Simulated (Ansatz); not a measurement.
# Quasi-harmonic thermodynamics of TiCo (Pm-3m)

How much does TiCo expand with temperature? The starting cell is a computed one from a database.

Method: DFT PBE, scalar-relativistic, plane waves, PAW, in Ansatz 0.2.0.

## 1. The starting structure

It takes space group Pm-3m (No. 221, cubic). Conventional cell: a = 2.986 Å, b = 2.986 Å, c = 2.986 Å, α = 90.00°, β = 90.00°, γ = 90.00°. Nearest to Ti lie 8 Co at 2.59 Å. Nearest to Co lie 8 Ti at 2.59 Å. Farther neighbours are not listed.

## 2. A first coarse run

Before spending time, one coarse run tells the gap and the pressure of the starting cell.

Contents of input.yaml:

```yaml
crystal:
  lattice:
    - [2.98611099, 0.0, 0.0]
    - [0.0, 2.98611099, 0.0]
    - [0.0, 0.0, 2.98611099]
  atoms:
    - { symbol: Ti, position: [0.0, 0.0, 0.0], spin: -1.0 }
    - { symbol: Co, position: [0.5, 0.5, 0.5], spin: 3.0 }
kpoints:
  mp_grid: { grid: [6, 6, 6] }
hamiltonian:
  xc: pbe
scf:
  occupations: { method: gaussian, width: 0.1 }
  lower_state_search: "off"
output:
  forces: true
  stress: true
  eigenvalues: true
  populations: true
magnetization:
  spin_polarized: true
```

Run with:

```
> ansatz run input.yaml --threads 4 --pin off --max-ram 8192MiB --backend cpu --events-out ev --progress --plain --runs-dir out
```

Planned after this: relaxation; tight relaxation; A faulty attempt; the quasi-harmonic study; the quasi-harmonic study, q-mesh 4×4×4. Settings of the main run: cutoff 487.2 eV, 16×16×16 k-mesh, Gaussian occupations, smearing width 0.15 eV, collinear spin, search for lower states off, highest temperature 900 K, 2×2×2 q-mesh, PAW set soft 2, starting moments 0 1.07 μB.

What does the calculation give for the isothermal bulk modulus at 298 K?

Near room temperature TiCo expands by 23.8 × 10⁻⁶/K in volume by PBE, with C_P = 23.9 J/(mol K) per mole of atoms and B_T = 158 GPa. The q-mesh is coarse, and the expansion can converge slowly with it. C_P at room temperature is 96 % of the classical 3R an atom. In this metal the study includes the electrons' free energy, which adds a term that grows with temperature, so the heat capacities need not level off at 3R.

- volume expansion coefficient at 298 K: 23.82 1e-6/K
- C_P at 298 K: 23.91 J/mol-atom/K
- isothermal bulk modulus at 298 K: 158.5 GPa
- Grüneisen parameter at 298 K: 1.288
- volume at 298 K: 13.42 Å³/atom
- principal linear expansion coefficients at 298 K: 7.941, 7.941, 7.941 1e-6/K

The log notes that a few bands missed the eigensolver's threshold in the phonon runs. The program's search for a lower electronic state was switched off, so the magnetic state used is not shown to be the lowest.

[Logs are printed without paths, hosts, clocks, repeated set-up lines and the standing remarks that a program may print on its own settings, such as how far it seeks lower states.]

[Hosts, paths, dates, database ids (printed as entryN), source tags and the programs' standing remarks are cut or masked in the printed files.]

[A step with changed settings may run another functional than the one named; its input shows which.]

[Pressures of single members of a volume series are the stress at the run's cutoff; with an incomplete basis they can lie off −dE/dV of the same runs, and they are not shown converged.]
